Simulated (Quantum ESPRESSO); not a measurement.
# puckered PAs, 1 layer: a series in strain along the second axis, part 5 of 7

Aim: how the results for puckered PAs, 1 layer change with strain along the second axis.

Quantum ESPRESSO 7.5; plane-wave DFT, PBE, GBRV ultrasoft pseudopotentials.

So far. Step 3 (Relaxing the ions, -4 %): The relaxation lowers the energy by 1 meV an atom. Step 6 (Band structure, -4 %): Along this path the valence top lies at Γ and the conduction bottom at Γ.

### Step 7. Relaxation with pw.x, -3 %

Contents of m1.relax.in:

```
&control
  prefix = 'm1.relax'
  outdir = './out'
  pseudo_dir = './pseudo'
  nstep = 40
  forc_conv_thr = 0.0003
  calculation = 'relax'
  tstress = .true.
/
&system
  ibrav = 0
  nat = 4
  ntyp = 2
  ecutwfc = 50
  ecutrho = 250
  occupations = 'smearing'
  smearing = 'fd'
  degauss = 0.002
/
&electrons
  conv_thr = 1e-09
  mixing_beta = 0.4
  electron_maxstep = 120
  mixing_mode = 'plain'
/
&ions
/
ATOMIC_SPECIES
  P   30.9738  p_pbe_v1.5.uspp.F.UPF
  As  74.9216  as_pbe_v1.uspp.F.UPF
CELL_PARAMETERS angstrom
  4.69735889000000 0.00000000000000 0.00000000000000
  0.00000000000000 3.40150441745000 0.00000000000000
  0.00000000000000 0.00000000000000 17.36000000000000
ATOMIC_POSITIONS crystal
  P   0.079070297200 0.000000000000 0.437176016200
  As  0.420929702800 0.500000000000 0.432175094300
  As  0.920929702800 0.000000000000 0.567824905700
  P   0.579070297200 0.500000000000 0.562823983800
K_POINTS automatic
  8 8 1 0 0 0
```

The run is started by

```bash
OMP_NUM_THREADS=1 mpirun -n 4 pw.x -nk 4 -in m1.relax.in > m1.relax.out
```

Log:

```text
[banner, memory and clock lines left out]
Program PWSCF v.7.5 starts
[...]
Message from routine setup:
[...]
number of electrons       =        20.00
     number of Kohn-Sham states=           14
     kinetic-energy cutoff     =      50.0000  Ry
     charge density cutoff     =     250.0000  Ry
[...]
number of k points=    25  Fermi-Dirac smearing, width (Ry)=  0.0020
[...]
Dense  grid:   124953 G-vectors     FFT dimensions: (  48,  36, 180)
[...]
negative rho (up, down):  1.034E-04 0.000E+00
     Starting wfcs are   16 randomized atomic wfcs
[...]
negative rho (up, down):  1.756E-05 0.000E+00
[...]
estimated scf accuracy    <       0.06815594 Ry
[...]
negative rho (up, down):  4.599E-05 0.000E+00
[...]
estimated scf accuracy    <       0.01529193 Ry
[...]
negative rho (up, down):  8.661E-05 0.000E+00
[...]
estimated scf accuracy    <       0.00282628 Ry
[...]
negative rho (up, down):  1.041E-04 0.000E+00
[...]
estimated scf accuracy    <       0.00010885 Ry
[...]
negative rho (up, down):  1.166E-04 0.000E+00
[...]
estimated scf accuracy    <       0.00002589 Ry
[...]
negative rho (up, down):  1.237E-04 0.000E+00
[...]
estimated scf accuracy    <       0.00000472 Ry
[...]
negative rho (up, down):  1.283E-04 0.000E+00
[...]
estimated scf accuracy    <       0.00000018 Ry
[...]
negative rho (up, down):  1.308E-04 0.000E+00
[...]
estimated scf accuracy    <       0.00000005 Ry
[...]
negative rho (up, down):  1.326E-04 0.000E+00
[...]
estimated scf accuracy    <          2.2E-09 Ry
[...]
negative rho (up, down):  1.353E-04 0.000E+00
[...]
the Fermi energy is    -1.0040 ev
!    total energy              =    -111.55318610 Ry
     estimated scf accuracy    <          3.5E-10 Ry
     smearing contrib. (-TS)   =      -0.00000000 Ry
     internal energy E=F+TS    =    -111.55318609 Ry
[...]
one-electron contribution =    -257.23934897 Ry
     hartree contribution      =     132.73860542 Ry
     xc contribution           =     -74.84390254 Ry
     ewald contribution        =      87.79146000 Ry
     convergence has been achieved in  10 iterations
     negative rho (up, down):  1.353E-04 0.000E+00
[...]
Total force =     0.011807     Total SCF correction =     0.000013
[...]
negative rho (up, down):  1.353E-04 0.000E+00
[...]
negative rho (up, down):  1.349E-04 0.000E+00
[...]
negative rho (up, down):  1.350E-04 0.000E+00
[...]
estimated scf accuracy    <       0.00000238 Ry
[...]
negative rho (up, down):  1.351E-04 0.000E+00
[...]
estimated scf accuracy    <       0.00000063 Ry
[...]
negative rho (up, down):  1.352E-04 0.000E+00
[...]
estimated scf accuracy    <       0.00000004 Ry
[...]
negative rho (up, down):  1.353E-04 0.000E+00
[...]
estimated scf accuracy    <          6.1E-09 Ry
[...]
negative rho (up, down):  1.354E-04 0.000E+00
[...]
the Fermi energy is    -1.0062 ev
!    total energy              =    -111.55329833 Ry
     estimated scf accuracy    <          2.7E-10 Ry
     smearing contrib. (-TS)   =      -0.00000000 Ry
     internal energy E=F+TS    =    -111.55329833 Ry
[...]
one-electron contribution =    -257.09510040 Ry
     hartree contribution      =     132.67072366 Ry
     xc contribution           =     -74.83827160 Ry
     ewald contribution        =      87.70935001 Ry
     convergence has been achieved in   5 iterations
     negative rho (up, down):  1.354E-04 0.000E+00
[...]
Total force =     0.007255     Total SCF correction =     0.000015
[...]
negative rho (up, down):  1.354E-04 0.000E+00
[...]
negative rho (up, down):  1.350E-04 0.000E+00
[...]
negative rho (up, down):  1.350E-04 0.000E+00
[...]
estimated scf accuracy    <       0.00000298 Ry
[...]
negative rho (up, down):  1.352E-04 0.000E+00
[...]
estimated scf accuracy    <       0.00000079 Ry
[...]
negative rho (up, down):  1.353E-04 0.000E+00
[...]
estimated scf accuracy    <       0.00000006 Ry
[...]
negative rho (up, down):  1.354E-04 0.000E+00
[...]
estimated scf accuracy    <          7.6E-09 Ry
[...]
negative rho (up, down):  1.354E-04 0.000E+00
[...]
estimated scf accuracy    <          8.6E-10 Ry
[...]
negative rho (up, down):  1.354E-04 0.000E+00
[...]
estimated scf accuracy    <          8.3E-11 Ry
[...]
negative rho (up, down):  1.355E-04 0.000E+00
[...]
the Fermi energy is    -1.0095 ev
!    total energy              =    -111.55336096 Ry
     estimated scf accuracy    <          1.1E-11 Ry
     smearing contrib. (-TS)   =      -0.00000000 Ry
     internal energy E=F+TS    =    -111.55336095 Ry
[...]
one-electron contribution =    -256.90046454 Ry
     hartree contribution      =     132.57819176 Ry
     xc contribution           =     -74.83179527 Ry
     ewald contribution        =      87.60070710 Ry
     convergence has been achieved in   7 iterations
     negative rho (up, down):  1.355E-04 0.000E+00
[...]
Total force =     0.002687     Total SCF correction =     0.000006
[...]
negative rho (up, down):  1.355E-04 0.000E+00
[...]
negative rho (up, down):  1.352E-04 0.000E+00
[...]
negative rho (up, down):  1.352E-04 0.000E+00
[...]
estimated scf accuracy    <       0.00000102 Ry
[...]
negative rho (up, down):  1.353E-04 0.000E+00
[...]
estimated scf accuracy    <       0.00000027 Ry
[...]
negative rho (up, down):  1.354E-04 0.000E+00
[...]
estimated scf accuracy    <       0.00000002 Ry
[...]
negative rho (up, down):  1.354E-04 0.000E+00
[...]
estimated scf accuracy    <          2.9E-09 Ry
[...]
negative rho (up, down):  1.354E-04 0.000E+00
[...]
estimated scf accuracy    <          1.9E-10 Ry
[...]
negative rho (up, down):  1.354E-04 0.000E+00
[...]
estimated scf accuracy    <          2.9E-11 Ry
[...]
negative rho (up, down):  1.355E-04 0.000E+00
[...]
the Fermi energy is    -1.0120 ev
!    total energy              =    -111.55337130 Ry
     estimated scf accuracy    <          2.8E-12 Ry
     smearing contrib. (-TS)   =      -0.00000000 Ry
     internal energy E=F+TS    =    -111.55337130 Ry
[...]
one-electron contribution =    -256.75563617 Ry
     hartree contribution      =     132.50857882 Ry
     xc contribution           =     -74.82788666 Ry
     ewald contribution        =      87.52157271 Ry
     convergence has been achieved in   7 iterations
     negative rho (up, down):  1.355E-04 0.000E+00
[...]
Total force =     0.000987     Total SCF correction =     0.000002
[...]
negative rho (up, down):  1.355E-04 0.000E+00
[...]
negative rho (up, down):  1.354E-04 0.000E+00
[...]
negative rho (up, down):  1.354E-04 0.000E+00
[...]
estimated scf accuracy    <       0.00000003 Ry
[...]
negative rho (up, down):  1.354E-04 0.000E+00
[...]
estimated scf accuracy    <          8.1E-09 Ry
[...]
negative rho (up, down):  1.354E-04 0.000E+00
[...]
estimated scf accuracy    <          3.4E-10 Ry
[...]
negative rho (up, down):  1.354E-04 0.000E+00
[...]
estimated scf accuracy    <          1.1E-10 Ry
[...]
negative rho (up, down):  1.354E-04 0.000E+00
[...]
estimated scf accuracy    <          1.6E-11 Ry
[...]
negative rho (up, down):  1.354E-04 0.000E+00
[...]
the Fermi energy is    -1.0128 ev
!    total energy              =    -111.55337221 Ry
     estimated scf accuracy    <          1.6E-12 Ry
     smearing contrib. (-TS)   =      -0.00000000 Ry
     internal energy E=F+TS    =    -111.55337221 Ry
[...]
one-electron contribution =    -256.71668033 Ry
     hartree contribution      =     132.48947012 Ry
     xc contribution           =     -74.82730746 Ry
     ewald contribution        =      87.50114547 Ry
     convergence has been achieved in   6 iterations
     negative rho (up, down):  1.354E-04 0.000E+00
[...]
Total force =     0.000705     Total SCF correction =     0.000001
[...]
negative rho (up, down):  1.354E-04 0.000E+00
[...]
negative rho (up, down):  1.354E-04 0.000E+00
[...]
negative rho (up, down):  1.354E-04 0.000E+00
[...]
estimated scf accuracy    <       0.00000002 Ry
[...]
negative rho (up, down):  1.354E-04 0.000E+00
[...]
estimated scf accuracy    <          7.5E-09 Ry
[...]
negative rho (up, down):  1.354E-04 0.000E+00
[...]
estimated scf accuracy    <          2.4E-10 Ry
[...]
negative rho (up, down):  1.354E-04 0.000E+00
[...]
estimated scf accuracy    <          9.9E-11 Ry
[...]
negative rho (up, down):  1.354E-04 0.000E+00
[...]
estimated scf accuracy    <          2.0E-11 Ry
[...]
negative rho (up, down):  1.354E-04 0.000E+00
[...]
the Fermi energy is    -1.0137 ev
!    total energy              =    -111.55337287 Ry
     estimated scf accuracy    <          1.2E-12 Ry
     smearing contrib. (-TS)   =      -0.00000000 Ry
     internal energy E=F+TS    =    -111.55337287 Ry
[...]
one-electron contribution =    -256.68000855 Ry
     hartree contribution      =     132.47135962 Ry
     xc contribution           =     -74.82691752 Ry
     ewald contribution        =      87.48219358 Ry
     convergence has been achieved in   6 iterations
     negative rho (up, down):  1.354E-04 0.000E+00
[...]
Total force =     0.000365     Total SCF correction =     0.000001
[...]
negative rho (up, down):  1.354E-04 0.000E+00
[...]
```

Run time: 88 s. Hardware: 4 MPI ranks of AMD EPYC 9R14 (Zen 4), shared host; peak memory 0.89 GiB.

The steps of the relaxation:

| step | energy less that of the first step (eV) | largest force (eV/Å) |
| --- | --- | --- |
| 1 | 0.0000 | 0.1550 |
| 2 | -0.0015 | 0.0965 |
| 3 | -0.0024 | 0.0380 |
| 4 | -0.0025 | 0.0155 |
| 5 | -0.0025 | 0.0113 |
| 6 | -0.0025 | 0.0060 |

Final coordinates:

```xyz
4
Lattice="4.6974 0.0000 0.0000 0.0000 3.4015 0.0000 0.0000 0.0000 17.3600" Properties=species:S:1:pos:R:3
P     0.3638    0.0000    7.5866
As    1.9849    1.7008    7.4977
As    4.3336    0.0000    9.8623
P     2.7124    1.7008    9.7734
```

Numbers from this step:

* free energy: -1517.7610 eV
* Fermi energy: -1.014 eV

### Step 8. SCF with pw.x, -3 %

Contents of m1.scf.in:

```
&control
  prefix = 'm1.scf'
  outdir = './out'
  pseudo_dir = './pseudo'
  calculation = 'scf'
  tprnfor = .true.
/
&system
  ibrav = 0
  nat = 4
  ntyp = 2
  ecutwfc = 40
  ecutrho = 200
  occupations = 'smearing'
  smearing = 'fd'
  degauss = 0.002
  nbnd = 14
/
&electrons
  conv_thr = 1e-09
  mixing_beta = 0.4
  electron_maxstep = 120
  mixing_mode = 'plain'
/
ATOMIC_SPECIES
  P   30.9738  p_pbe_v1.5.uspp.F.UPF
  As  74.9216  as_pbe_v1.uspp.F.UPF
CELL_PARAMETERS angstrom
  4.69735889000000 0.00000000000000 0.00000000000000
  0.00000000000000 3.40150441745000 0.00000000000000
  0.00000000000000 0.00000000000000 17.36000000000000
ATOMIC_POSITIONS crystal
  P   0.077439568900 0.000000000000 0.437017835100
  As  0.422560431100 0.500000000000 0.431895974000
  As  0.922560431100 0.000000000000 0.568104026000
  P   0.577439568900 0.500000000000 0.562982164900
K_POINTS automatic
  8 8 1 0 0 0
```

The run is started by

```bash
OMP_NUM_THREADS=1 mpirun -n 4 pw.x -nk 4 -in m1.scf.in > m1.scf.out
```

Log:

```text
[banner, memory and clock lines left out]
Program PWSCF v.7.5 starts
[...]
Message from routine setup:
[...]
number of electrons       =        20.00
     number of Kohn-Sham states=           14
     kinetic-energy cutoff     =      40.0000  Ry
     charge density cutoff     =     200.0000  Ry
[...]
number of k points=    25  Fermi-Dirac smearing, width (Ry)=  0.0020
[...]
Dense  grid:    89441 G-vectors     FFT dimensions: (  40,  30, 150)
[...]
negative rho (up, down):  1.265E-04 0.000E+00
     Starting wfcs are   16 randomized atomic wfcs
[...]
negative rho (up, down):  1.946E-04 0.000E+00
[...]
estimated scf accuracy    <       0.06768883 Ry
[...]
negative rho (up, down):  2.472E-04 0.000E+00
[...]
estimated scf accuracy    <       0.01515274 Ry
[...]
negative rho (up, down):  2.965E-04 0.000E+00
[...]
estimated scf accuracy    <       0.00297277 Ry
[...]
negative rho (up, down):  3.030E-04 0.000E+00
[...]
estimated scf accuracy    <       0.00010058 Ry
[...]
negative rho (up, down):  3.105E-04 0.000E+00
[...]
estimated scf accuracy    <       0.00002455 Ry
[...]
negative rho (up, down):  3.140E-04 0.000E+00
[...]
estimated scf accuracy    <       0.00000430 Ry
[...]
negative rho (up, down):  3.167E-04 0.000E+00
[...]
estimated scf accuracy    <       0.00000014 Ry
[...]
negative rho (up, down):  3.180E-04 0.000E+00
[...]
estimated scf accuracy    <       0.00000004 Ry
[...]
negative rho (up, down):  3.210E-04 0.000E+00
[...]
the Fermi energy is    -1.0135 ev
!    total energy              =    -111.55311115 Ry
     estimated scf accuracy    <          9.4E-10 Ry
     smearing contrib. (-TS)   =      -0.00000000 Ry
     internal energy E=F+TS    =    -111.55311115 Ry
[...]
one-electron contribution =    -256.67748335 Ry
     hartree contribution      =     132.47086467 Ry
     xc contribution           =     -74.82868604 Ry
     ewald contribution        =      87.48219357 Ry
     convergence has been achieved in   9 iterations
     negative rho (up, down):  3.210E-04 0.000E+00
[...]
Total force =     0.000399     Total SCF correction =     0.000029
[...]
```

The job ended after 14 s (4 MPI ranks; peak memory 0.62 GiB; 53 s of CPU time).

Numbers from this step:

| Property | Result |
| --- | --- |
| free energy | -1517.7574 eV |
| valence top, on the run's zero | -1.394 eV |
| conduction bottom, on the run's zero | -0.6366 eV |
| gap by band count | 0.7572 eV |

[end of part 5 of 7]

[Logs are printed without paths, hosts, clocks, repeated set-up lines and the standing remarks that a program may print on its own settings, such as how far it seeks lower states.]

[Hosts, paths, dates, database ids (printed as entryN), source tags and the programs' standing remarks are cut or masked in the printed files.]

[Maps of the electrostatic potential energy from Ansatz leave out the sawtooth potential of an applied field or a dipole correction, so their vacuum need not be flat; planar profiles and work functions include it.]
